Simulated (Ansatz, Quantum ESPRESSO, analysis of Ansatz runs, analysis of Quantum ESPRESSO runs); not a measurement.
# Reproducing a measured charge-transition level: substitutional N in diamond (Quantum ESPRESSO), part 2 of 4

Aim: the charge-transition level of substitutional N in diamond, to be set beside the measurement. Set-up: PBE, GBRV 1.5 PBE, 64-site cell, PBE lattice, k: the zone centre alone then 2x2x2 shifted, started with the impurity moved along one bond, start relaxed with Ansatz. The model is a cell of 64 host atoms with 1 C taken out and 1 N put in. The level is the Fermi energy at which two charge states have equal formation energy, after a correction for the images of the charge. A local or semilocal functional is the cheapest first rung.

Quantum ESPRESSO 7.5; PBE, GBRV 1.5 PBE, 64-site cell, PBE lattice, k: the zone centre alone then 2x2x2 shifted, started with the impurity moved along one bond, start relaxed with Ansatz.

So far: The structure; Relaxation, charge +1.

## (3) Single point, charge +1

The relaxed structure is kept, and the final numbers are taken at the final level and k-points.

This step: Quantum ESPRESSO plane-wave DFT, PBE, GBRV 1.5 PBE potentials; single point of a defect supercell.

pw.in

```
&CONTROL
  calculation = 'scf'
  prefix = 'pwscf'
  outdir = './tmp'
  pseudo_dir = './pseudo'
  tprnfor = .true.
  disk_io = 'low'
/
&SYSTEM
  ibrav = 0
  nat = 64
  ntyp = 2
  ecutwfc = 45
  ecutrho = 360
  nbnd = 132
  occupations = 'smearing'
  smearing = 'fd'
  degauss = 0.00073499
  tot_charge = 1
  nosym = .true.
/
&ELECTRONS
  conv_thr = 6d-08
  electron_maxstep = 100
  mixing_beta = 0.5
/
ATOMIC_SPECIES
C     12.0110 c_pbe_v1.2.uspp.F.UPF
N     14.0070 n_pbe_v1.2.uspp.F.UPF
CELL_PARAMETERS angstrom
   7.1418068620    0.0000000000    0.0000000000
   0.0000000000    7.1418068620    0.0000000000
   0.0000000000    0.0000000000    7.1418068620
ATOMIC_POSITIONS crystal
C      0.0002341428    0.0007115834    0.2495841943
C      0.0002335534    0.2502071418    0.0000893338
[... 1 atom line left out ...]
C      0.2490229493    0.2495006464    0.2488778872
C      0.1253236762    0.1258020940    0.3759643685
C      0.1253236891    0.3765865944    0.1251793640
C      0.3761080826    0.1258013424    0.1251785521
N      0.3751259866    0.3756055696    0.3749797783
[... 5 atom lines left out ...]
C      0.1253278006    0.3746235279    0.6247858995
C      0.3741452334    0.1258057293    0.6247852783
[... 11 atom lines left out ...]
C      0.2490269820    0.5017074583    0.5010852608
[... 9 atom lines left out ...]
C      0.6249289928    0.1258060051    0.3740023207
[... 4 atom lines left out ...]
C      0.5012289080    0.2495057148    0.5010844479
[... 3 atom lines left out ...]
C      0.6249298496    0.3765909143    0.6247859205
[... 2 atom lines left out ...]
C      0.5012312820    0.5017097010    0.2488801684
[... 14 atom lines left out ...]
C      0.8751296743    0.8756073306    0.8749867289
K_POINTS automatic
2 2 2 1 1 1
```

pp_potential.in

```
&INPUTPP
  prefix = 'pwscf'
  outdir = './tmp'
  filplot = 'potential.dat'
  plot_num = 11
/
&PLOT
  nfile = 1
  filepp(1) = 'potential.dat'
  iflag = 3
  output_format = 6
  fileout = 'potential.cube'
/
```

On the command line:

```console
$ OMP_NUM_THREADS=1 mpirun -n 4 pw.x -nk 2 -in pw.in > pw.out
$ OMP_NUM_THREADS=1 mpirun -n 4 pp.x -in pp_potential.in > pp_potential.out
```

The log of the run:

```text
[banner, memory and clock lines left out]
          URL

     bravais-lattice index     =            0
     lattice parameter (alat)  =      13.4961  a.u.
     unit-cell volume          =    2458.2209 (a.u.)^3
     number of atoms/cell      =           64
     number of atomic types    =            2
     number of electrons       =       256.00
     number of Kohn-Sham states=          132
     kinetic-energy cutoff     =      45.0000  Ry
     charge density cutoff     =     360.0000  Ry
     scf convergence threshold =      6.0E-08
     mixing beta               =       0.5000
     number of iterations used =            8  plain     mixing
     Exchange-correlation= SLA  PW   PBE  PBE
                           (   1   4   3   4   0   0   0)

     celldm(1)=  13.496059  celldm(2)=   0.000000  celldm(3)=   0.000000
     celldm(4)=   0.000000  celldm(5)=   0.000000  celldm(6)=   0.000000

     crystal axes: (cart. coord. in units of alat)
               a(1) = (   1.000000   0.000000   0.000000 )
               a(2) = (   0.000000   1.000000   0.000000 )
               a(3) = (   0.000000   0.000000   1.000000 )

     reciprocal axes: (cart. coord. in units 2 pi/alat)
               b(1) = (  1.000000  0.000000  0.000000 )
               b(2) = (  0.000000  1.000000  0.000000 )
               b(3) = (  0.000000  0.000000  1.000000 )

     PseudoPot. # 1 for C  read from file:
     c_pbe_v1.2.uspp.F.UPF
     Pseudo is Ultrasoft + core correction, Zval =  4.0
     Generated by new atomic code, or converted to UPF format
     Using radial grid of  721 points,  4 beta functions with:
                l(1) =   0
                l(2) =   0
                l(3) =   1
                l(4) =   1
     Q(r) pseudized with  8 coefficients,  rinner =    1.100   1.100   1.100

     PseudoPot. # 2 for N  read from file:
     n_pbe_v1.2.uspp.F.UPF
     Pseudo is Ultrasoft + core correction, Zval =  5.0
     Generated by new atomic code, or converted to UPF format
     Using radial grid of  729 points,  4 beta functions with:
                l(1) =   0
                l(2) =   0
                l(3) =   1
                l(4) =   1
     Q(r) pseudized with  8 coefficients,  rinner =    0.900   0.900   0.900

     atomic species   valence    mass     pseudopotential
     C                 4.00    12.01100     C ( 1.00)
     N                 5.00    14.00700     N ( 1.00)

     No symmetry found

   Cartesian axes

     site n.     atom                  positions (alat units)
         1        C      tau(   1) = (   0.0002341   0.0007116   0.2495842  )
         2        C      tau(   2) = (   0.0002336   0.2502071   0.0000893  )
         3        C      tau(   3) = (   0.2497279   0.0007112   0.0000889  )
         4        C      tau(   4) = (   0.2490229   0.2495006   0.2488779  )
         5        C      tau(   5) = (   0.1253237   0.1258021   0.3759644  )
         6        C      tau(   6) = (   0.1253237   0.3765866   0.1251794  )
         7        C      tau(   7) = (   0.3761081   0.1258013   0.1251786  )
         8        N      tau(   8) = (   0.3751260   0.3756056   0.3749798  )
         9        C      tau(   9) = (   0.0000416   0.0005194   0.7500699  )
        10        C      tau(  10) = (  -0.0001457   0.2505977   0.4999916  )
        11        C      tau(  11) = (   0.2501185   0.0003323   0.4999919  )
[...]
60        C      tau(  60) = (   0.7502162   0.7506946   0.7500720  )
        61        C      tau(  61) = (   0.6252268   0.6257046   0.8750093  )
        62        C      tau(  62) = (   0.6252264   0.8756330   0.6250820  )
        63        C      tau(  63) = (   0.8751546   0.6257045   0.6250819  )
        64        C      tau(  64) = (   0.8751297   0.8756073   0.8749867  )

     number of k points=     4  Fermi-Dirac smearing, width (Ry)=  0.0007
                       cart. coord. in units 2pi/alat
        k(    1) = (   0.2500000   0.2500000   0.2500000), wk =   0.5000000
        k(    2) = (   0.2500000   0.2500000  -0.2500000), wk =   0.5000000
        k(    3) = (   0.2500000  -0.2500000   0.2500000), wk =   0.5000000
        k(    4) = (   0.2500000  -0.2500000  -0.2500000), wk =   0.5000000

     Dense  grid:   283241 G-vectors     FFT dimensions: (  81,  81,  81)

     Smooth grid:   100377 G-vectors     FFT dimensions: (  60,  60,  60)

     Initial potential from superposition of free atoms

     starting charge     256.9974, renormalised to     256.0000
     Starting wfcs are  256 randomized atomic wfcs

     Self-consistent Calculation

     iteration #  1     ecut=    45.00 Ry     beta= 0.50
     Davidson diagonalization with overlap
     ethr =  1.00E-02,  avg # of iterations =  2.0

     total energy              =    -744.30716598 Ry
     estimated scf accuracy    <       3.84355005 Ry

     iteration #  2     ecut=    45.00 Ry     beta= 0.50
     Davidson diagonalization with overlap
     ethr =  1.50E-03,  avg # of iterations =  3.0

     total energy              =    -744.28383106 Ry
     estimated scf accuracy    <       0.63754795 Ry

     iteration #  3     ecut=    45.00 Ry     beta= 0.50
     Davidson diagonalization with overlap
     ethr =  2.49E-04,  avg # of iterations =  8.0

     total energy              =    -744.33558225 Ry
     estimated scf accuracy    <       0.13455135 Ry

     iteration #  4     ecut=    45.00 Ry     beta= 0.50
     Davidson diagonalization with overlap
     ethr =  5.26E-05,  avg # of iterations = 12.2

     total energy              =    -744.36052616 Ry
     estimated scf accuracy    <       0.00276850 Ry

     iteration #  5     ecut=    45.00 Ry     beta= 0.50
     Davidson diagonalization with overlap
     ethr =  1.08E-06,  avg # of iterations =  7.0

     total energy              =    -744.36121460 Ry
     estimated scf accuracy    <       0.00071937 Ry

     iteration #  6     ecut=    45.00 Ry     beta= 0.50
     Davidson diagonalization with overlap
     ethr =  2.81E-07,  avg # of iterations =  3.0

     total energy              =    -744.36133133 Ry
     estimated scf accuracy    <       0.00006133 Ry

     iteration #  7     ecut=    45.00 Ry     beta= 0.50
     Davidson diagonalization with overlap
     ethr =  2.40E-08,  avg # of iterations =  3.0

     total energy              =    -744.36134488 Ry
     estimated scf accuracy    <       0.00000542 Ry

     iteration #  8     ecut=    45.00 Ry     beta= 0.50
     Davidson diagonalization with overlap
     ethr =  2.12E-09,  avg # of iterations =  3.0

     total energy              =    -744.36134643 Ry
     estimated scf accuracy    <       0.00000042 Ry

     iteration #  9     ecut=    45.00 Ry     beta= 0.50
     Davidson diagonalization with overlap
     ethr =  1.63E-10,  avg # of iterations =  3.0

     total energy              =    -744.36134662 Ry
     estimated scf accuracy    <       0.00000009 Ry

     iteration # 10     ecut=    45.00 Ry     beta= 0.50
     Davidson diagonalization with overlap
     ethr =  3.36E-11,  avg # of iterations =  2.0

     End of self-consistent calculation

          k = 0.2500 0.2500 0.2500 ( 12503 PWs)   bands (ev):

    -8.5037  -7.2233  -6.5146  -6.5146  -5.8519  -5.3897  -5.3897  -4.9245
    -4.3465  -4.2901  -4.2901  -3.7587  -3.3349  -3.3349  -3.2133  -3.2133
    -3.1990  -2.5474  -2.4129  -2.4129  -1.8284  -1.3968  -1.3968  -1.3549
    -1.1571  -1.1571  -0.6215  -0.4310  -0.4310  -0.3344  -0.3213  -0.3213
     0.6470   0.7288   0.7288   1.4024   1.7357   1.7868   1.7868   1.9949
     1.9949   2.1891   2.1924   2.1924   2.5642   2.6401   2.6401   2.6898
     3.2849   3.3206   3.3206   3.5047   3.5292   3.5292   4.6593   4.6705
     4.6705   4.9025   4.9025   4.9432   5.3356   5.4234   5.4234   5.4717
     5.5654   5.5654   5.6277   5.8096   5.8096   5.9265   5.9605   5.9605
     6.5893   6.5894   6.6891   6.9522   6.9522   6.9953   7.0235   7.0557
[...]
17.3944  18.1625  18.1625  18.2548

          k = 0.2500 0.2500-0.2500 ( 12503 PWs)   bands (ev):

[...]
17.3944  18.1625  18.1626  18.2548

          k = 0.2500-0.2500 0.2500 ( 12503 PWs)   bands (ev):

[...]
17.3944  18.1625  18.1625  18.2548

          k = 0.2500-0.2500-0.2500 ( 12503 PWs)   bands (ev):

[...]
7.9422   8.0067   8.1675   8.1676   8.1772   8.4257   8.4257   8.4946
     8.5081   8.9077   8.9077   8.9232   9.0194   9.0194   9.1081   9.1081
     9.1244   9.2531   9.2636   9.2637   9.3048   9.3049   9.3278   9.7472
     9.7472   9.7958  10.3242  10.3242  10.4673  10.7323  10.7323  10.7950
    11.1611  11.2631  11.2632  11.4260  11.4260  11.4963  12.5972  12.5972
    17.3944  18.1624  18.1624  18.2548

     the Fermi energy is    14.9850 ev

!    total energy              =    -744.36134664 Ry
     estimated scf accuracy    <          7.4E-09 Ry
     smearing contrib. (-TS)   =       0.00000000 Ry
     internal energy E=F+TS    =    -744.36134664 Ry

     The total energy is F=E-TS. E is the sum of the following terms:
     one-electron contribution =     252.43068672 Ry
     hartree contribution      =      63.62223593 Ry
     xc contribution           =    -236.30031372 Ry
     ewald contribution        =    -824.11395557 Ry

     convergence has been achieved in  10 iterations

     Forces acting on atoms (cartesian axes, Ry/au):

     atom    1 type  1   force =    -0.00027869   -0.00027330   -0.00000621
     atom    2 type  1   force =    -0.00027656   -0.00000647   -0.00027809
     atom    3 type  1   force =     0.00000073   -0.00027206   -0.00027327
     atom    4 type  1   force =    -0.00069236   -0.00068640   -0.00069040
     atom    5 type  1   force =    -0.00026023   -0.00026233   -0.00073978
     atom    6 type  1   force =    -0.00025629   -0.00073769   -0.00026190
     atom    7 type  1   force =    -0.00073234   -0.00025165   -0.00025825
     atom    8 type  2   force =     0.00001380    0.00000008    0.00001746
     atom    9 type  1   force =    -0.00020647   -0.00020653    0.00020410
     atom   10 type  1   force =    -0.00032124    0.00000671   -0.00000694
[...]
atom   60 type  1   force =     0.00020438    0.00019958    0.00019992
     atom   61 type  1   force =     0.00023381    0.00024130   -0.00006558
     atom   62 type  1   force =     0.00023458   -0.00007122    0.00023887
     atom   63 type  1   force =    -0.00006534    0.00023834    0.00023931
     atom   64 type  1   force =    -0.00000732   -0.00000736   -0.00001832

     Total force =     0.004368     Total SCF correction =     0.000126
```

Run time: 72 s. Hardware: 4 MPI ranks of Arm Neoverse V2, shared host; peak memory 1 GiB.

(Part 2 of 4 ends here.)

[Logs are printed without paths, hosts, clocks, repeated set-up lines and the standing remarks that a program may print on its own settings, such as how far it seeks lower states.]

[Hosts, paths, dates, database ids (printed as entryN), source tags and the programs' standing remarks are cut or masked in the printed files.]

[For some hosts the program warned that the k-mesh of the response run may be too coarse for force constants and the static dielectric constant; such warnings are not shown here.]
